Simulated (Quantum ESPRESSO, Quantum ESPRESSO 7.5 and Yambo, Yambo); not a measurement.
# A GW chain in Yambo: KCl (Sylvite)

Wanted: ground state, empty states, screening and self-energy for KCl (Sylvite).

Calculated with Quantum ESPRESSO 7.5 and Yambo 5.3.0; PBE and many-body steps on it, plane waves.

Report form: the programs' logs are mostly left out.

## Step 1: The structure

It takes space group Fm-3m (No. 225, cubic). Conventional cell: a = 6.293 Å, b = 6.293 Å, c = 6.293 Å, α = 90.00°, β = 90.00°, γ = 90.00°. Nearest to K lie 6 Cl at 3.15 Å. Nearest to Cl lie 6 K at 3.15 Å. Farther neighbours and most contacts between anions are not listed.

The cell and positions come from the Crystallography Open Database and are kept as given unless a step says otherwise.

## Step 2: Ground state

This step: Quantum ESPRESSO 7.5; DFT, PBE, plane waves, norm-conserving pseudopotentials.

The ground-state density comes first.

File pw.in:

```
&control
  calculation = 'scf'
  prefix = 'x'
  outdir = 'o'
  pseudo_dir = 'pseudo'
/
&system
  ibrav = 0
  nat = 2
  ntyp = 2
  ecutwfc = 66.0
  nbnd = 13
  force_symmorphic = .true.
/
&electrons
  conv_thr = 1e-10
  electron_maxstep = 80
  mixing_beta = 0.5
/
ATOMIC_SPECIES
  K 39.098 K.upf
  Cl 35.45 Cl.upf
CELL_PARAMETERS angstrom
  -0.0000000000 3.1464700000 3.1464700000
  3.1464700000 0.0000000000 3.1464700000
  3.1464700000 3.1464700000 -0.0000000000
ATOMIC_POSITIONS crystal
  K 0.0000000000 0.0000000000 0.0000000000
  Cl 0.5000000000 0.5000000000 0.5000000000
K_POINTS automatic
  6 6 6 0 0 0
```

Command:

```
$ OMP_NUM_THREADS=1 mpirun -n 4 pw.x -nk 4 -in pw.in > pw.out
```

Wall time 5.6 s (4 MPI ranks of Arm Neoverse V1, shared host); peak memory 0.24 GiB.

This step gave:

| Property | Result |
| --- | --- |
| total energy | -1268.0071 eV |
| gap | 5.190 eV |
| k of the valence top | 0, 0, 0 |
| k of the conduction bottom | 0, 0, 0 |
| least direct gap | 5.190 eV |

The gap is direct, at Γ.

## Step 3: Bands along the symmetry lines

Levels along a band path, at the cheap level, show where the edges lie and whether the meshes to come will hold them.

File pw.in:

```
&control
  calculation = 'bands'
  prefix = 'x'
  outdir = 'o'
  pseudo_dir = 'pseudo'
/
&system
  ibrav = 0
  nat = 2
  ntyp = 2
  ecutwfc = 66.0
  nbnd = 14
  force_symmorphic = .true.
/
&electrons
  conv_thr = 1e-9
  electron_maxstep = 80
  diago_full_acc = .true.
  diago_thr_init = 5e-6
/
ATOMIC_SPECIES
  K 39.098 K.upf
  Cl 35.45 Cl.upf
CELL_PARAMETERS angstrom
  -0.0000000000 3.1464700000 3.1464700000
  3.1464700000 0.0000000000 3.1464700000
  3.1464700000 3.1464700000 -0.0000000000
ATOMIC_POSITIONS crystal
  K 0.0000000000 0.0000000000 0.0000000000
  Cl 0.5000000000 0.5000000000 0.5000000000
K_POINTS crystal
  50
  0.00000000 0.00000000 0.00000000 1
  0.06250000 0.00000000 0.06250000 1
  0.12500000 0.00000000 0.12500000 1
  0.18750000 0.00000000 0.18750000 1
  0.25000000 0.00000000 0.25000000 1
  0.31250000 0.00000000 0.31250000 1
  0.37500000 0.00000000 0.37500000 1
  0.43750000 0.00000000 0.43750000 1
  0.50000000 0.00000000 0.50000000 1
  0.51562500 0.03125000 0.51562500 1
  0.53125000 0.06250000 0.53125000 1
  0.54687500 0.09375000 0.54687500 1
  0.56250000 0.12500000 0.56250000 1
  0.57812500 0.15625000 0.57812500 1
  0.59375000 0.18750000 0.59375000 1
  0.60937500 0.21875000 0.60937500 1
  0.62500000 0.25000000 0.62500000 1
  0.37500000 0.37500000 0.75000000 1
  0.32812500 0.32812500 0.65625000 1
  0.28125000 0.28125000 0.56250000 1
  0.23437500 0.23437500 0.46875000 1
  0.18750000 0.18750000 0.37500000 1
  0.14062500 0.14062500 0.28125000 1
  0.09375000 0.09375000 0.18750000 1
  0.04687500 0.04687500 0.09375000 1
  0.00000000 0.00000000 0.00000000 1
  0.06250000 0.06250000 0.06250000 1
  0.12500000 0.12500000 0.12500000 1
  0.18750000 0.18750000 0.18750000 1
  0.25000000 0.25000000 0.25000000 1
  0.31250000 0.31250000 0.31250000 1
  0.37500000 0.37500000 0.37500000 1
  0.43750000 0.43750000 0.43750000 1
  0.50000000 0.50000000 0.50000000 1
  0.50000000 0.46875000 0.53125000 1
  0.50000000 0.43750000 0.56250000 1
  0.50000000 0.40625000 0.59375000 1
  0.50000000 0.37500000 0.62500000 1
  0.50000000 0.34375000 0.65625000 1
  0.50000000 0.31250000 0.68750000 1
  0.50000000 0.28125000 0.71875000 1
  0.50000000 0.25000000 0.75000000 1
  0.50000000 0.21875000 0.71875000 1
  0.50000000 0.18750000 0.68750000 1
  0.50000000 0.15625000 0.65625000 1
  0.50000000 0.12500000 0.62500000 1
  0.50000000 0.09375000 0.59375000 1
  0.50000000 0.06250000 0.56250000 1
  0.50000000 0.03125000 0.53125000 1
  0.50000000 0.00000000 0.50000000 1
```

Wall time 7 s (4 MPI ranks); peak memory 0.22 GiB.

Numbers from this step:

| Property | Result |
| --- | --- |
| gap | 5.190 eV |
| k of the valence top | 0, 0, 0 |
| k of the conduction bottom | 0, 0, 0 |
| least direct gap | 5.190 eV |

The gap is 5.190 eV, as in the run before at this level.

Electronic bands along the path, in eV, zero at the top of the highest filled band; v1 is the highest filled band, c1 the lowest empty one:

| point | v4 | v3 | v2 | v1 | c1 | c2 | c3 | c4 |
| --- | --- | --- | --- | --- | --- | --- | --- | --- |
| Γ | -10.66 | 0.00 | 0.00 | 0.00 | 5.19 | 8.37 | 8.37 | 8.37 |
| halfway | -10.58 | -0.63 | -0.13 | -0.13 | 6.64 | 7.24 | 9.66 | 9.84 |
| X | -10.71 | -0.66 | -0.22 | -0.22 | 6.53 | 8.34 | 10.07 | 10.19 |
| halfway | -10.68 | -0.63 | -0.32 | -0.24 | 6.74 | 8.60 | 9.70 | 10.36 |
| U | -10.60 | -0.56 | -0.55 | -0.29 | 7.27 | 9.07 | 9.30 | 10.07 |
| jump to K | -10.60 | -0.56 | -0.55 | -0.29 | 7.27 | 9.07 | 9.30 | 10.07 |
| halfway | -10.51 | -0.69 | -0.24 | -0.20 | 6.89 | 7.97 | 9.19 | 9.85 |
| Γ | -10.66 | 0.00 | 0.00 | 0.00 | 5.19 | 8.37 | 8.37 | 8.37 |
| halfway | -10.53 | -0.59 | -0.17 | -0.17 | 6.45 | 8.16 | 9.11 | 9.11 |
| L | -10.42 | -1.05 | -0.32 | -0.32 | 7.58 | 8.60 | 10.50 | 10.50 |
| halfway | -10.51 | -0.84 | -0.40 | -0.33 | 7.84 | 8.34 | 10.04 | 10.14 |
| W | -10.57 | -0.49 | -0.47 | -0.47 | 8.03 | 8.03 | 9.44 | 9.85 |
| halfway | -10.64 | -0.61 | -0.36 | -0.30 | 6.95 | 8.80 | 9.34 | 10.32 |
| X | -10.71 | -0.66 | -0.22 | -0.22 | 6.53 | 8.34 | 10.07 | 10.19 |

## Step 4: Empty states on the mesh, 4×4×4 mesh, 149 bands

The sums over transitions need many empty states on a uniform mesh; this step solves for them.

File pw.in:

```
&control
  calculation = 'nscf'
  prefix = 'x'
  outdir = 'o'
  pseudo_dir = 'pseudo'
/
&system
  ibrav = 0
  nat = 2
  ntyp = 2
  ecutwfc = 66.0
  nbnd = 149
  force_symmorphic = .true.
/
&electrons
  conv_thr = 1e-9
  electron_maxstep = 80
  diago_full_acc = .true.
  diago_thr_init = 5e-6
/
ATOMIC_SPECIES
  K 39.098 K.upf
  Cl 35.45 Cl.upf
CELL_PARAMETERS angstrom
  -0.0000000000 3.1464700000 3.1464700000
  3.1464700000 0.0000000000 3.1464700000
  3.1464700000 3.1464700000 -0.0000000000
ATOMIC_POSITIONS crystal
  K 0.0000000000 0.0000000000 0.0000000000
  Cl 0.5000000000 0.5000000000 0.5000000000
K_POINTS automatic
  4 4 4 0 0 0
```

Run time: 14 s. Hardware: 4 MPI ranks; peak memory 0.39 GiB; 55 s of CPU time.

This step gave:

```
gap                                                           : 5.190 eV
k of the valence top                                          : 0, 0, 0
k of the conduction bottom                                    : 0, 0, 0
least direct gap                                              : 5.190 eV
k points computed                                             : 8
lowest point of the top converged band, above the valence top : 94.1735 eV
```

On this mesh the gap is 5.190 eV.

## Step 5: Conversion and set-up

This step: Yambo 5.3.0; conversion and set-up on PBE, plane waves, norm-conserving pseudopotentials.

The states are converted to the many-body program's format and the q mesh is built.

Command:

```
$ (cd o/x.save; p2y > p2y.log; mv SAVE ../..); yambo > setup.log
```

Elapsed: 2.7 s, on 1 MPI rank; peak memory 0.25 GiB.

## Step 6: Screening and self-energy, 4×4×4 mesh, 149 bands, screening to 163.3 eV

Now the one-shot GW correction: screening in the RPA, then the self-energy of the levels asked for.

This step: G0W0 on PBE, plane waves, norm-conserving pseudopotentials.

File gw1.in:

```
HF_and_locXC
gw0
dyson
ppa
em1d
rim_cut
RandQpts= 1000000
RandGvec= 1 RL
EXXRLvcs= 66 Ry
VXCRLvcs= 264 Ry
Chimod= "HARTREE"
% BndsRnXp
 1 | 149 |
%
NGsBlkXp= 12 Ry
% LongDrXp
 1 | 1 | 1 |
%
% GbndRnge
 1 | 149 |
%
DysSolver= "n"
ExtendOut
PPAPntXp= 27.21138 eV
% QPkrange
 1 | 1 | 7 | 10 |
%
```

Command:

```
$ OMP_NUM_THREADS=1 mpirun -n 4 yambo -F gw1.in -J gw1 -C gw1 > gw1.log
```

It took 88 s on 4 MPI ranks; peak memory 1.7 GiB; 5.8 min of CPU time.

Numbers from this step:

```yaml
g0w0_gap_on_the_points_computed: 8.079 eV
starting_gap_on_the_mesh: 5.190 eV
k_of_the_valence_top: 0, 0, 0
k_of_the_conduction_bottom: 0, 0, 0
least_direct_g0w0_gap_on_the_computed_points: 8.079 eV
z_at_the_valence_top: 0.8169
z_at_the_conduction_bottom: 0.8792
```

The gap on the mesh goes from 5.19 eV to 8.08 eV, a correction of +2.89 eV.

Limits: finite bands, cutoff and mesh. v1 is the top filled band, c1 the lowest empty one. The levels before and after the correction (eV, zero at the valence-band top of each column):

```csv
,conduction bottom,valence top
Kohn-Sham,5.19,0.00
G0W0,8.08,0.00
```

```csv
,level,energy (eV)
Kohn-Sham,Γ v2-v1,0.000
Kohn-Sham,Γ c1,5.190
Kohn-Sham,Γ c2,8.367
G0W0,Γ v2-v1,0.000
G0W0,Γ c1,8.079
G0W0,Γ c2,12.214
```

## Step 7: Where the time went

Times are wall times on the hardware named with each run, good to a factor of about two.

```
                          step   time  share  memory (GiB)
                  ground state  5.6 s    5 %          0.24
bands along the symmetry lines    7 s    6 %          0.22
      empty states on the mesh   14 s   12 %          0.39
         conversion and set-up  2.7 s    2 %          0.25
     screening and self-energy   88 s   75 %           1.7
```

## Step 8: Outcome

```yaml
pbe_gap: 5.19 eV, direct
g0w0_gap_on_the_mesh: 8.08 eV
gw_settings: 4×4×4 mesh, 149 bands, screening to 163.3 eV, Godby-Needs plasmon pole
known_limits: not at the basis limit
```

In words: G0W0 moves the gap on the mesh from 5.19 eV to 8.08 eV (+2.89 eV), with Z of 0.82 and 0.88 at the edges. Only 1 of the mesh's irreducible points was corrected, so a valley elsewhere could overtake. The dearest step here is «screening and self-energy». Bands and cutoff are finite, so the gap is not at the basis limit. The miss can reach some tenths of an eV and take either sign; the mesh is an error of its own. In the G0W0 run levels were corrected at 1 k point alone, so a gap called «on the mesh» is the least over those, and an edge elsewhere would be missed.

[Paths, hosts, dates, memory and timing lines, banners, echoed tables and standing remarks are left out of the program output.]

[Logs are printed without paths, hosts, clocks, repeated set-up lines and the standing remarks that a program may print on its own settings, such as how far it seeks lower states.]

[Runs of the session that timed out or met a known fault of the program may be left out.]

[Hosts, paths, dates, database ids (printed as entryN), source tags and the programs' standing remarks are cut or masked in the printed files.]
